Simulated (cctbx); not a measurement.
# La3NiRhS7: as given, inverted or twinned?

Space group P6_3 (no. 173), a = 9.8800 Å, b = 9.8800 Å, c = 6.1720 Å, α = 90.00°, β = 90.00°, γ = 120.00°.

```csv
atom,mult.,x,y,z,Ueq (Å²)
La1,6,0.2235,0.8527,0.6991,0.0106
Rh1,2,2/3,1/3,0.6275,0.0083
Ni1,2,0,0,0.5078,0.0098
S1,2,2/3,1/3,0.0008,0.0164
S2,6,0.0782,0.5692,0.9604,0.0152
S3,6,0.2390,0.1427,0.7662,0.0181
```

The model was made for the exercise: a known structure type with other elements put in, its volume estimated, not relaxed; displacement parameters are assumed.

Data sets are simulated with cctbx and refined with Bijvoet mates kept apart; Flack x is then fitted as the share of an inverted twin with the atoms fixed, Hooft y from the Bijvoet differences. The group has rotations alone, so the crystal has a hand.

Untwinned crystal. What Flack and Hooft values should come out?

| λ (Å) | extinction (unmodelled) | d min (Å) | top counts | error (%) | model | R1 | Flack x | s.u. | Hooft y | s.u. | pairs |
| --- | --- | --- | --- | --- | --- | --- | --- | --- | --- | --- | --- |
| 0.71073 | 0.3 | 0.77 | 70000 | 2 | as given | 0.0073 | 0.024 | 0.008 | 0.000 | 0.008 | 362 |
| 0.71073 | 0.3 | 0.77 | 70000 | 2 | inverted | 0.0249 | 0.964 | 0.009 | 1.006 | 0.008 | 362 |
| 1.54184 | 0.1 | 0.83 | 40000 | 1.5 | as given | 0.0060 | 0.006 | 0.003 | 0.004 | 0.003 | 288 |

With Mo Kα, x is close to 0 but 3 s.u. off; with the atoms held fixed the s.u. tends to be too small. With Cu Kα, x is within 3 s.u. of 0, so the hand is right. Inverting the model turns x into about 1 − x.

A further crystal gives:

| λ (Å) | extinction (unmodelled) | d min (Å) | top counts | error (%) | model | R1 | Flack x | s.u. | Hooft y | s.u. | pairs |
| --- | --- | --- | --- | --- | --- | --- | --- | --- | --- | --- | --- |
| 0.71073 | 0.1 | 0.6 | 70000 | 3 | as given | 0.0227 | 0.800 | 0.01 | 0.809 | 0.008 | 788 |

**Question.** What is it?

It was simulated as an inversion twin with a fraction 0.8 of the inverted domain. Flack x is over 3 s.u. from both 0 and 1 and reads that fraction.

[Logs are printed without paths, hosts, clocks, repeated set-up lines and the standing remarks that a program may print on its own settings, such as how far it seeks lower states.]
